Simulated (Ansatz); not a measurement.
## Rb on Ag(100): change of the work function

How does one ordered layer of Rb (hollow site) change the work function of Ag(100), and what dipole does each adsorbate carry?

Method: plane-wave DFT, PBE, Ansatz PAW, in Ansatz 0.2.0.

This is a report of a sequence of runs, with the program logs left out and the cost of each run kept.

### Step 1. Starting point

The cell holds 4 atoms: 4 Ag. Its edges and angles: a = 2.892 Å, b = 2.892 Å, c = 24.135 Å, α = 90.0°, β = 90.0°, γ = 90.0°. Vacuum lies along c.

### Step 2. The clean slab

The bare slab comes first, as the zero from which every change is counted. The two lowest layers are held at bulk places and the upper ones relax. The dipole correction removes the false field that a one-sided slab makes across the periodic vacuum, so each face gets a flat vacuum level of its own.

Contents of input.yaml:

```yaml
crystal:
  lattice:
    - [2.8920667351, 0.0, 0.0]
    - [0.0, 2.8920667351, 0.0]
    - [0.0, 0.0, 24.135]
  atoms:
    - { symbol: Ag, position: [0.5, 0.5, 0.3729024239] }
    - { symbol: Ag, position: [0.0, 0.0, 0.4576341413] }
    - { symbol: Ag, position: [0.5, 0.5, 0.5423658587] }
    - { symbol: Ag, position: [0.0, 0.0, 0.6270975761] }
kpoints:
  mp_grid: { grid: [10, 10, 1] }
hamiltonian:
  xc: pbe
scf:
  occupations: { method: fermi_dirac, width: 0.1 }
  convergence: { dr2_threshold: 1.0e-08 }
efield:
  axis: 3
  dipole_correction: true
  ramp_position: 0.97
  ramp_width: 0.06
relax:
  f_tol: 0.02
  max_steps: 60
  constraints: [{ sites: [0, 1] }]
output:
  write_potential: true
  write_density: true
  volumetric_format: npy
```

Run with:

```sh
$ ansatz run input.yaml --threads 4 --pin off --max-ram 6144MiB --backend cpu --events-out ev --progress --plain --runs-dir out
```

Elapsed: 15 s, on 4 threads of Arm Neoverse V1, shared host; peak memory 0.48 GiB; 57 s of CPU time.

Relaxation path:

```
step  energy less that of the first step (eV)  largest force component (eV/Å)
   1                                   0.0000                          0.1346
   2                                  -0.0061                          0.0991
   3                                  -0.0100                          0.0092
```

The run keeps the 8 symmetry operations that the program found, so distortions that break them were not tested.

The atoms that moved most (Å):

```
atom     dx     dy     dz  length
 Ag4  0.000  0.000  0.099   0.099
 Ag3  0.000  0.000  0.069   0.069
```

This step gave:

- energy at zero smearing: -30361.3420 eV
- work function, upper face: 4.204 eV
- dipole along the normal: -4.57e-4 e·Å

Running mean over 2.045 Å of the planar mean; the ramp of the sawtooth is left out. Electron's electrostatic potential energy less the Fermi level against z:

```
z (Å)  electron's electrostatic potential energy less the Fermi level (eV)
    3                                                                 4.19
    4                                                                 4.19
    5                                                                 4.19
    6                                                                 4.14
    7                                                                 3.59
    8                                                                -1.30
    9                                                                -5.71
   10                                                                -6.02
   11                                                                -6.02
   12                                                                -5.60
   13                                                                -5.93
   14                                                                -5.84
   15                                                                -5.80
   16                                                                -2.85
   17                                                                 3.04
   18                                                                 4.12
   19                                                                 4.20
   20                                                                 4.20
   21                                                                 4.20
```

The relaxation took 3 steps and lowered the energy by 0.0100 eV; the largest force on the free atoms ends at 0.0092 eV/Å.

The work function of the upper face is 4.20 eV.

### Step 3. The covered slab

System of this step: Rb/Ag(100). The cell holds 17 atoms: 16 Ag and 1 Rb. Cell: a = 5.784 Å, b = 5.784 Å, c = 27.475 Å, α = 90.0°, β = 90.0°, γ = 90.0°. Vacuum lies along c.

The clean slab as it ended is repeated in the plane and the adsorbate is set on one face; the cell's size fixes the coverage, and the k-mesh shrinks with it to keep the sampling density about even. Adsorbate and upper layers relax, since the dipole depends on the height.

Contents of input.yaml:

```yaml
crystal:
  lattice:
    - [5.7841334702, 0.0, 0.0]
    - [0.0, 5.7841334702, 0.0]
    - [0.0, 0.0, 27.4748445606]
  atoms:
    - { symbol: Ag, position: [0.25, 0.25, 0.3275723719] }
    - { symbol: Ag, position: [0.0, 0.0, 0.4020040941] }
    - { symbol: Ag, position: [0.25, 0.25, 0.4789545093] }
    - { symbol: Ag, position: [0.0, 0.0, 0.554454227] }
    - { symbol: Ag, position: [0.25, 0.75, 0.3275723719] }
    - { symbol: Ag, position: [0.0, 0.5, 0.4020040941] }
    - { symbol: Ag, position: [0.25, 0.75, 0.4789545093] }
    - { symbol: Ag, position: [0.0, 0.5, 0.554454227] }
    - { symbol: Ag, position: [0.75, 0.25, 0.3275723719] }
    - { symbol: Ag, position: [0.5, 0.0, 0.4020040941] }
    - { symbol: Ag, position: [0.75, 0.25, 0.4789545093] }
    - { symbol: Ag, position: [0.5, 0.0, 0.554454227] }
    - { symbol: Ag, position: [0.75, 0.75, 0.3275723719] }
    - { symbol: Ag, position: [0.5, 0.5, 0.4020040941] }
    - { symbol: Ag, position: [0.75, 0.75, 0.4789545093] }
    - { symbol: Ag, position: [0.5, 0.5, 0.554454227] }
    - { symbol: Rb, position: [0.25, 0.25, 0.6724276281] }
kpoints:
  mp_grid: { grid: [5, 5, 1] }
hamiltonian:
  xc: pbe
scf:
  occupations: { method: fermi_dirac, width: 0.1 }
  convergence: { dr2_threshold: 1.0e-08 }
efield:
  axis: 3
  dipole_correction: true
  ramp_position: 0.97
  ramp_width: 0.06
relax:
  f_tol: 0.02
  max_steps: 60
  constraints: [{ sites: [0, 1, 4, 5, 8, 9, 12, 13] }]
output:
  bader: true
  dos: { projected: true, e_range: [-8, 4] }
  write_potential: true
  write_density: true
  volumetric_format: npy
  elf: true
```

Run time: 3.2 min. Hardware: 4 threads; peak memory 3.6 GiB; 13 min of CPU time.

The steps of the relaxation:

```
step  energy less that of the first step (eV)  largest force component (eV/Å)
   1                                   0.0000                          0.3492
   2                                  -0.0245                          0.3145
   3                                  -0.0708                          0.1124
   4                                  -0.0760                          0.0581
   5                                  -0.0775                          0.0047
```

Forces are held to the 8 operations that the program found; a distortion that breaks them can't arise in this run.

The atoms that moved most (Å):

```
atom      dx      dy      dz  length
Rb17   0.000   0.000  -0.345   0.345
Ag16   0.010   0.010   0.029   0.032
Ag12   0.010  -0.010   0.029   0.032
 Ag8  -0.010   0.010   0.029   0.032
 Ag4  -0.010  -0.010   0.029   0.032
Ag15   0.000   0.000  -0.009   0.009
 Ag3   0.000   0.000   0.009   0.009
```

Read from the output:

```yaml
energy_at_zero_smearing: -124713.3975 eV
work_function_upper_face: 1.647 eV
work_function_lower_face: 4.193 eV
dipole_along_the_normal: 0.4706 e·Å
step_between_the_vacuum_levels: -2.545 eV
```

Running mean over 2.045 Å of the planar mean; the ramp of the sawtooth is left out. The electron's electrostatic potential energy less the Fermi level by z:

```
z (Å)  electron's electrostatic potential energy less the Fermi level (eV)
  3.5                                                                 4.19
  4.0                                                                 4.19
  4.5                                                                 4.19
  5.0                                                                 4.19
  5.5                                                                 4.18
  6.0                                                                 4.14
  6.5                                                                 4.02
  7.0                                                                 3.59
  7.5                                                                 1.90
  8.0                                                                -1.30
  8.5                                                                -4.34
  9.0                                                                -5.72
  9.5                                                                -5.97
 10.0                                                                -6.03
 10.5                                                                -6.05
 11.0                                                                -6.02
 11.5                                                                -5.79
 12.0                                                                -5.58
 12.5                                                                -5.66
 13.0                                                                -5.90
 13.5                                                                -5.87
 14.0                                                                -5.68
 14.5                                                                -5.67
 15.0                                                                -5.77
 15.5                                                                -5.32
 16.0                                                                -3.34
 16.5                                                               -0.651
 17.0                                                                0.278
 17.5                                                               -0.849
 18.0                                                                -1.72
 18.5                                                                -1.90
 19.0                                                                -1.05
 19.5                                                                0.390
 20.0                                                                 1.13
 20.5                                                                 1.38
 21.0                                                                 1.50
 21.5                                                                 1.57
 22.0                                                                 1.61
 22.5                                                                 1.63
 23.0                                                                 1.64
 23.5                                                                 1.64
 24.0                                                                 1.64
```

The density of states has structure finer than the step of the table below, so its rows give means over 0.5 eV. Peaks (eV: height): -5.20: 86.6, -4.42: 91.7, -4.24: 103, -4.09: 80.6, -3.64: 82.6, -3.37: 83.5, -3.01: 86.0.

Density of states against energy, zero at the Fermi level; means over each step:

```
energy (eV)  density of states (states/eV a cell)
       -7.5                                     0
       -7.0                                  1.04
       -6.5                                  2.07
       -6.0                                  24.4
       -5.5                                  47.0
       -5.0                                  44.1
       -4.5                                  56.7
       -4.0                                  51.1
       -3.5                                  64.8
       -3.0                                  41.4
       -2.5                                  4.55
       -2.0                                  4.14
       -1.5                                  4.06
       -1.0                                  4.19
       -0.5                                  5.01
        0.0                                  5.75
        0.5                                  6.86
        1.0                                  7.27
        1.5                                  5.97
```

Projected DOS per atom over height of the atomic layer and energy from the Fermi level. Layers: Ag4 Ag4 Ag4 Ag4 Rb from below.

Ten even steps from '_' (0.00 states/eV) to '@' (4.56 states/eV), each cell a mean:
```
__________
__________
________..
________..
__________
________..
__________
__________
__________
__________
::::::..__
@@@@%%##__
@@++**@@__
%%==++@@__
**######__
++++++**__
++####++__
..**++..__
__________
__________
__________
__________
```
Columns: height of the atomic layer (Å) from 9 to 18.1 (not evenly spaced); rows upwards: energy from the Fermi level (eV) from -7.96 to 1.95.

Electrostatic potential energy in the ca plane at fractional y = 0.250, with atoms of Ag and Rb within 0.2 Å of it. With pseudopotentials it is smooth inside the atoms' cores, unlike the true potential.

Values in eV, 8 rows by 16 columns, each cell a mean:
```
 -7   2   4   4  -6   1   5   6   6   5   5   5   6   6   6   6
-34  -8   6  -2 -33 -12   6   7   7   6   6   6   6   6   6   6
-29  -5   6   0 -28  -9   6   7   7   6   5   6   6   6   6   6
 -1   4   4   5   0   4   5   6   6   4   4   5   6   6   6   6
 -7   3   4   4  -6   2   5   6   2 -11  -1   4   6   6   6   6
-34  -8   6  -1 -33 -13   6   6  -7 -38 -15   4   5   6   6   6
-29  -5   6   0 -28  -9   6   6  -5 -35 -12   4   5   6   6   6
 -1   4   4   5   0   4   5   6   4  -3   1   5   6   6   6   6
```
Columns run along c (16.0 Å, from fractional 0.32 to 0.90 of the cell; values clipped at the 3rd and 97th percentile), rows up along a (5.8 Å). Atoms in or near the plane, at fractional coordinates: Ag at (0.33, 0.25), Ag at (0.48, 0.25), Ag at (0.33, 0.75), Ag at (0.48, 0.75), Rb at (0.66, 0.25).

ELF in the ca plane at fractional y = 0.250, with atoms of Ag and Rb within 0.2 Å of it. It is the smooth field of the valence electrons, not physical close to the nuclei.

Values, 8 rows by 16 columns, each cell a mean:
```
0.28 0.19 0.16 0.18 0.27 0.20 0.17 0.18 0.12 0.04 0.03 0.06 0.13 0.07 0.02 0.00
0.67 0.30 0.16 0.23 0.65 0.35 0.17 0.16 0.15 0.08 0.08 0.13 0.11 0.05 0.01 0.00
0.58 0.27 0.16 0.21 0.56 0.31 0.17 0.17 0.15 0.06 0.06 0.11 0.12 0.05 0.01 0.00
0.21 0.18 0.16 0.18 0.20 0.18 0.17 0.19 0.10 0.11 0.07 0.05 0.13 0.08 0.02 0.00
0.28 0.19 0.16 0.18 0.27 0.20 0.17 0.18 0.22 0.74 0.50 0.05 0.12 0.12 0.03 0.00
0.67 0.30 0.16 0.23 0.65 0.36 0.17 0.14 0.50 0.53 0.76 0.12 0.10 0.15 0.04 0.00
0.58 0.27 0.16 0.21 0.56 0.31 0.17 0.15 0.45 0.69 0.73 0.10 0.11 0.15 0.04 0.00
0.21 0.18 0.16 0.18 0.20 0.18 0.17 0.18 0.15 0.58 0.36 0.04 0.12 0.11 0.03 0.00
```
Columns run along c (16.0 Å, from fractional 0.32 to 0.90 of the cell), rows up along a (5.8 Å). Atoms in or near the plane, at fractional coordinates: Ag at (0.33, 0.25), Ag at (0.48, 0.25), Ag at (0.33, 0.75), Ag at (0.48, 0.75), Rb at (0.66, 0.25).

Valence density in the ca plane at fractional y = 0.250, with atoms of Ag and Rb within 0.2 Å of it. It is the smooth field of the valence electrons, not physical close to the nuclei.

Values in e/Å³, 8 rows by 16 columns, each cell a mean:
```
 1  0  0  0  1  0  0  0  0  0  0  0  0  0  0  0
11  1  0  1 11  3  0  0  0  0  0  0  0  0  0  0
 8  1  0  0  7  2  0  0  0  0  0  0  0  0  0  0
 0  0  0  0  0  0  0  0  0  0  0  0  0  0  0  0
 1  0  0  0  1  0  0  0  0  1  0  0  0  0  0  0
11  1  0  1 11  3  0  0  1  2  1  0  0  0  0  0
 8  1  0  0  7  2  0  0  0  2  1  0  0  0  0  0
 0  0  0  0  0  0  0  0  0  0  0  0  0  0  0  0
```
Columns run along c (16.0 Å, from fractional 0.32 to 0.90 of the cell), rows up along a (5.8 Å). Atoms in or near the plane, at fractional coordinates: Ag at (0.33, 0.25), Ag at (0.48, 0.25), Ag at (0.33, 0.75), Ag at (0.48, 0.75), Rb at (0.66, 0.25).

The relaxation took 5 steps and lowered the energy by 0.078 eV; the largest force on the free atoms ends at 0.0047 eV/Å.

By hand: a sheet of dipoles makes a step −p/(ε₀A) in the electron's potential. With e/ε₀ = 180.95 V·Å, p = 0.4706 e·Å and A = 33.46 Å², that is −180.95 × (0.4706) / 33.46 = -2.545 eV, and the two vacuum levels of the run differ by -2.545 eV.

The covered face has 1.65 eV, -2.56 eV against the clean one; the bare back face has moved by -0.00 eV, a measure of how thin the slab is.

### Step 4. Work function against coverage

This step: plane-wave DFT, PBE, Ansatz PAW; work function against coverage (Ansatz 0.2.0).

The runs are now put side by side.

This step gave:

- work function of the clean face: 4.204 eV
- largest change of the work function: -2.557 eV

The work function of the covered face by coverage:

```
coverage (adsorbates/nm²)  work function of the covered face (eV)
                     0.00                                    4.20
                     2.99                                    1.65
```

The dipole per adsorbate comes from the change of the cell's dipole. Coverage, by row:

```
coverage (1/nm²)  coverage (ML)  work function (eV)  change (eV)  dipole per adsorbate, positive end outwards (debye)  mean height of the added atoms over the highest substrate atom (Å)
           2.989           0.25               1.647       -2.557                                                2.269                                                               2.868
```

### Step 5. The covered slab, atoms frozen

This step: plane-wave DFT, PBE, Ansatz PAW (Ansatz 0.2.0).

To see where the charge goes, the covered slab, the bare substrate and the adsorbate layer are each run at the same frozen positions and on the same grid.

Contents of input.yaml:

```yaml
crystal:
  lattice:
    - [5.7841334702, 0.0, 0.0]
    - [0.0, 5.7841334702, 0.0]
    - [0.0, 0.0, 27.4748445606]
  atoms:
    - { symbol: Ag, position: [0.25, 0.25, 0.3275723719] }
    - { symbol: Ag, position: [0.0, 0.0, 0.4020040941] }
    - { symbol: Ag, position: [0.25, 0.25, 0.4792827255] }
    - { symbol: Ag, position: [-0.0016531138, -0.0016531138, 0.5554926131] }
    - { symbol: Ag, position: [0.25, 0.75, 0.3275723719] }
    - { symbol: Ag, position: [0.0, 0.5, 0.4020040941] }
    - { symbol: Ag, position: [0.25, 0.75, 0.4790619732] }
    - { symbol: Ag, position: [-0.0016531138, 0.5016531138, 0.5554926131] }
    - { symbol: Ag, position: [0.75, 0.25, 0.3275723719] }
    - { symbol: Ag, position: [0.5, 0.0, 0.4020040941] }
    - { symbol: Ag, position: [0.75, 0.25, 0.4790619732] }
    - { symbol: Ag, position: [0.5016531138, -0.0016531138, 0.5554926131] }
    - { symbol: Ag, position: [0.75, 0.75, 0.3275723719] }
    - { symbol: Ag, position: [0.5, 0.5, 0.4020040941] }
    - { symbol: Ag, position: [0.75, 0.75, 0.4786226773] }
    - { symbol: Ag, position: [0.5016531138, 0.5016531138, 0.5554926131] }
    - { symbol: Rb, position: [0.25, 0.25, 0.6598692544] }
kpoints:
  mp_grid: { grid: [5, 5, 1] }
hamiltonian:
  xc: pbe
scf:
  occupations: { method: fermi_dirac, width: 0.1 }
  convergence: { dr2_threshold: 1.0e-08 }
efield:
  axis: 3
  dipole_correction: true
  ramp_position: 0.97
  ramp_width: 0.06
output:
  write_potential: true
  write_density: true
  volumetric_format: npy
```

Run time: 49 s. Hardware: 4 threads; peak memory 3.4 GiB; 3.2 min of CPU time.

This step gave:

| Property | Result |
| --- | --- |
| work function, upper face | 1.649 eV |
| work function, lower face | 4.192 eV |
| dipole along the normal | 0.4703 e·Å |
| step between the vacuum levels | -2.544 eV |

The work function of the upper face is 1.65 eV.

### Step 6. The substrate alone

System of this step: Rb/Ag(100), substrate alone, atoms held. The cell holds 16 atoms: 16 Ag. Cell: a = 5.784 Å, b = 5.784 Å, c = 27.475 Å, α = 90.0°, β = 90.0°, γ = 90.0°. Vacuum lies along c.

The second part, atoms unmoved.

Edit input.yaml of step 5 so:

```diff
@@ -22,3 +22,2 @@
     - { symbol: Ag, position: [0.5016531138, 0.5016531138, 0.5554926131] }
-    - { symbol: Rb, position: [0.25, 0.25, 0.6598692544] }
 kpoints:
```

Wall time 43 s (4 threads); peak memory 3.3 GiB.

This step gave:

- energy at zero smearing: -121445.3618 eV
- work function, upper face: 4.217 eV
- dipole along the normal: -0.003474 e·Å

The work function of the upper face is 4.22 eV.

### Step 7. The adsorbate layer alone

System of this step: Rb/Ag(100), adsorbate layer alone, atoms held. The cell holds 1 atom: 1 Rb. Its edges and angles: a = 5.784 Å, b = 5.784 Å, c = 27.475 Å, α = 90.0°, β = 90.0°, γ = 90.0°. Vacuum lies along c.

The third part; a free layer of atoms may carry a moment, so spin is on.

input.yaml, the sections that differ from step 6:

```yaml
crystal:
  lattice:
    - [5.7841334702, 0.0, 0.0]
    - [0.0, 5.7841334702, 0.0]
    - [0.0, 0.0, 27.4748445606]
  atoms:
    - { symbol: Rb, position: [0.25, 0.25, 0.6598692544], spin: 1.0 }
magnetization:
  spin_polarized: true
# kpoints, hamiltonian, scf, efield, output: as in step 6
```

Run time: 6.4 s. Hardware: 4 threads; peak memory 0.87 GiB; 24 s of CPU time.

Numbers from this step:

| Item | Value |
| --- | --- |
| energy at zero smearing | -3266.9327 eV |
| work function, upper face | 2.317 eV |
| dipole along the normal | 1.79e-5 e·Å |

At this spacing and smearing the free layer keeps no moment.

[end of part 1 of 2]

[Long decimals in the printed logs are rounded to 6 places.]

[Logs are printed without paths, hosts, clocks, repeated set-up lines and the standing remarks that a program may print on its own settings, such as how far it seeks lower states.]

[Hosts, paths, dates, database ids (printed as entryN), source tags and the programs' standing remarks are cut or masked in the printed files.]

[Maps of the electrostatic potential energy from Ansatz leave out the sawtooth potential of an applied field or a dipole correction, so their vacuum need not be flat; planar profiles and work functions include it.]
